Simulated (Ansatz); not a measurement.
**Starting-point dependence of the GW gap of SnO2 (Cassiterite)**

How much of the starting functional survives in the G0W0 gap of SnO2 (Cassiterite)?

Program: Ansatz 0.2.0. Level of theory: G0W0 on several functionals, plane waves, PAW. Results are calculated unless marked as measured.

Report form: the programs' logs are mostly left out.

In doubt: masses and optical values from hybrid runs of this build are listed as unsure (step 4), which bears on the screening that GW takes from such a start.

## (1) Starting point

It takes space group P4_2/mnm (No. 136, tetragonal). The conventional cell has a = 4.738 Å, b = 4.738 Å, c = 3.187 Å, α = 90.00°, β = 90.00°, γ = 90.00°. Sn has 6 O at 2.05 to 2.06 Å nearest. O has 3 Sn at 2.05 to 2.06 Å nearest. Farther neighbours and most contacts between anions are not listed.

As a file:

```cif
data_structure
_symmetry_space_group_name_H-M 'P 1'
_symmetry_Int_Tables_number 1
_cell_length_a 4.7380
_cell_length_b 4.7380
_cell_length_c 3.1865
_cell_angle_alpha 90.000
_cell_angle_beta 90.000
_cell_angle_gamma 90.000
_cell_volume 71.53
loop_
_atom_site_label
_atom_site_type_symbol
_atom_site_fract_x
_atom_site_fract_y
_atom_site_fract_z
_atom_site_occupancy
Sn1 Sn 0.00000 0.00000 0.00000 1
Sn2 Sn 0.50000 0.50000 0.50000 1
O3 O 0.30710 0.30710 0.00000 1
O4 O 0.19290 0.80710 0.50000 1
O5 O 0.69290 0.69290 0.00000 1
O6 O 0.80710 0.19290 0.50000 1
```

The cell and positions come from the Crystallography Open Database and are kept as given unless a step says otherwise. The default PAW set here is soft_2. Its files were made with PBE.

## (2) G0W0 on LDA

Now the one-shot GW correction: screening in the RPA, then the self-energy of the levels asked for.

This step: G0W0 on LDA, plane waves, PAW.

input.yaml reads:

```yaml
crystal:
  lattice:
    - [4.738, 0.0, 0.0]
    - [0.0, 4.738, 0.0]
    - [0.0, 0.0, 3.1865]
  atoms:
    - { symbol: Sn, position: [0.0, 0.0, 0.0] }
    - { symbol: Sn, position: [0.5, 0.5, 0.5] }
    - { symbol: O, position: [0.3071, 0.3071, 0.0] }
    - { symbol: O, position: [0.1929, 0.8071, 0.5] }
    - { symbol: O, position: [0.6929, 0.6929, 0.0] }
    - { symbol: O, position: [0.8071, 0.1929, 0.5] }
kpoints:
  mp_grid: { grid: [4, 4, 6] }
hamiltonian:
  xc: lda
scf:
  occupations: { method: fixed }
gw:
  n_empty_bands: 566
  ecut_chi: 230.0
  qp_bands: [v2, c2]
  qp_kpoints: band_edges
  screening: { model: contour_deformation }
```

Run with:

```
> ansatz run input.yaml --threads 3 --pin off --max-ram 64512MiB --backend cuda --events-out ev --progress --plain --runs-dir out --devices 1 --max-vram 24GiB  # rebuilt from the run's record
```

The job ended after 32 s (1 × NVIDIA H100 80GB HBM3 (shared by 3 runs) with 3 threads of AMD EPYC 7R13 (Zen 3), shared host; peak memory 2.8 GiB; 57 s of CPU time).

Numbers from this step:

- bands summed: 592
- RPA ε∞ on this mesh (eigenvalues): 4.513, 4.513, 4.705
- plane waves in the screening matrix: 563
- q-points in the mesh: 96
- G0W0 gap on the mesh: 2.839 eV
- k of the valence top: 0, 0, 0
- k of the conduction bottom: 0, 0, 0
- starting gap on the mesh: 1.134 eV
- Z at the valence top: 0.7459
- Z at the conduction bottom: 0.8175
- least direct G0W0 gap on the computed points: 2.839 eV

The gap on the mesh goes from 1.13 eV to 2.84 eV, a correction of +1.71 eV. Between the two edge states, bare exchange in place of the xc potential would open the gap by 10.29 eV, and correlation takes back 8.58 eV.

## (3) G0W0 on PBE

One-shot GW remembers its start. Another functional's orbitals and levels show by how much.

This step: G0W0 on PBE, plane waves, PAW.

Edit input.yaml of step 2 so:

```diff
@@ -15,3 +15,3 @@
 hamiltonian:
-  xc: lda
+  xc: pbe
 scf:
```

Wall time 32 s (1 × NVIDIA H100 80GB HBM3 (shared by 3 runs) with 3 threads); peak memory 2.8 GiB.

Numbers from this step:

| Item | Value |
| --- | --- |
| bands summed | 592 |
| RPA ε∞ on this mesh (eigenvalues) | 4.309, 4.309, 4.533 |
| plane waves in the screening matrix | 563 |
| q-points in the mesh | 96 |
| G0W0 gap on the mesh | 2.845 eV |
| k of the valence top | 0, 0, 0 |
| k of the conduction bottom | 0, 0, 0 |
| starting gap on the mesh | 1.282 eV |
| Z at the valence top | 0.7493 |
| Z at the conduction bottom | 0.8215 |
| least direct G0W0 gap on the computed points | 2.845 eV |

Against the run with 4×4×6 mesh, 566 empty bands, screening to 230 eV on LDA, the gap moves by +0.006 eV, while the start moved by +0.15 eV.

## (4) G0W0 on HSE06

This step: G0W0 on HSE06, plane waves, PAW.

Edit input.yaml of step 3 so:

```diff
@@ -15,3 +15,3 @@
 hamiltonian:
-  xc: pbe
+  xc: hse06
 scf:
```

The job ended after 97 s (1 × NVIDIA H100 80GB HBM3 (shared by 3 runs) with 3 threads; peak memory 3.1 GiB).

This step gave:

| Property | Result |
| --- | --- |
| bands summed | 592 |
| RPA ε∞ on this mesh (eigenvalues) | 3.315, 3.315, 3.620 |
| plane waves in the screening matrix | 563 |
| G0W0 gap on the mesh | 3.756 eV |
| k of the valence top | 0, 0, 0 |
| k of the conduction bottom | 0, 0, 0 |
| starting gap on the mesh | 3.040 eV |
| least direct G0W0 gap on the computed points | 3.756 eV |

Against the run with 4×4×6 mesh, 566 empty bands, screening to 230 eV on PBE, the gap moves by +0.91 eV, while the start moved by +1.76 eV.

## (5) Side by side

All on the 4×4×6 mesh with 566 empty bands and screening to 230 eV. Times are wall times on 1 × NVIDIA H100 80GB HBM3 (shared by 3 runs) with 3 threads of AMD EPYC 7R13 (Zen 3), shared host, good to a factor of about two.

```tsv
start	starting gap (eV)	shift (eV)	G0W0 gap (eV)	RPA ε∞ (harmonic mean)	Z (valence, conduction)	time
LDA	1.13	+1.71	2.84	4.57	0.75, 0.82	32 s
PBE	1.28	+1.56	2.84	4.38	0.75, 0.82	32 s
HSE06	3.04	+0.72	3.76	3.41	0.79, 0.85	97 s
```

The parts of the quasiparticle energy at the two band edges (eV; QP = start + Σx + Σc − Vxc):

```tsv
run	edge	start	Σx	Σc	Vxc	Z	QP
LDA	valence top	9.16	-27.09	4.92	-21.23	0.75	8.21
LDA	conduction bottom	10.29	-14.75	-3.66	-19.17	0.82	11.05
PBE	valence top	9.53	-27.18	4.96	-21.14	0.75	8.45
PBE	conduction bottom	10.81	-14.47	-3.63	-18.58	0.82	11.29
HSE06	valence top	8.18	-27.19	4.37	-22.49	0.79	7.85
HSE06	conduction bottom	11.22	-13.65	-3.70	-17.74	0.85	11.61
```

For a hybrid start, Vxc holds its share of exact exchange.

## (6) Summary of results

```json
{
 "G0W0@LDA": "2.84 eV (start 1.13 eV)",
 "G0W0@PBE": "2.84 eV (start 1.28 eV)",
 "G0W0@HSE06": "3.76 eV (start 3.04 eV)",
 "known limits": "not at the basis limit; no spin-orbit coupling"
}
```

In words: The starting gaps span 1.91 eV and the G0W0 gaps 0.92 eV. Between LDA and HSE06, 0.92 eV of the 1.91 eV survives, 48 %. HSE06 screens less than LDA (ε∞ 3.41 against 4.57). Of the 0.92 eV by which its G0W0 gap is higher, the correlation part gives +0.51 eV, and exchange with the one-particle terms, which follow the orbitals, +0.41 eV. The smallest correction, +0.72 eV, is on HSE06, the start nearest to reproducing itself. Bands and cutoff are finite, so the gap is not at the basis limit. The miss can reach some tenths of an eV and take either sign; the mesh is an error of its own. The many-body steps are scalar-relativistic: spin-orbit coupling is not in them.

[Paths, hosts, dates, memory and timing lines, banners, echoed tables and standing remarks are left out of the program output.]

[Logs are printed without paths, hosts, clocks, repeated set-up lines and the standing remarks that a program may print on its own settings, such as how far it seeks lower states.]

[Runs of the session that timed out or met a known fault of the program may be left out.]

[Cells called generated may have been cut or substituted from an entry of the Crystallography Open Database or the Materials Project.]

[Hosts, paths, dates, database ids (printed as entryN), source tags and the programs' standing remarks are cut or masked in the printed files.]
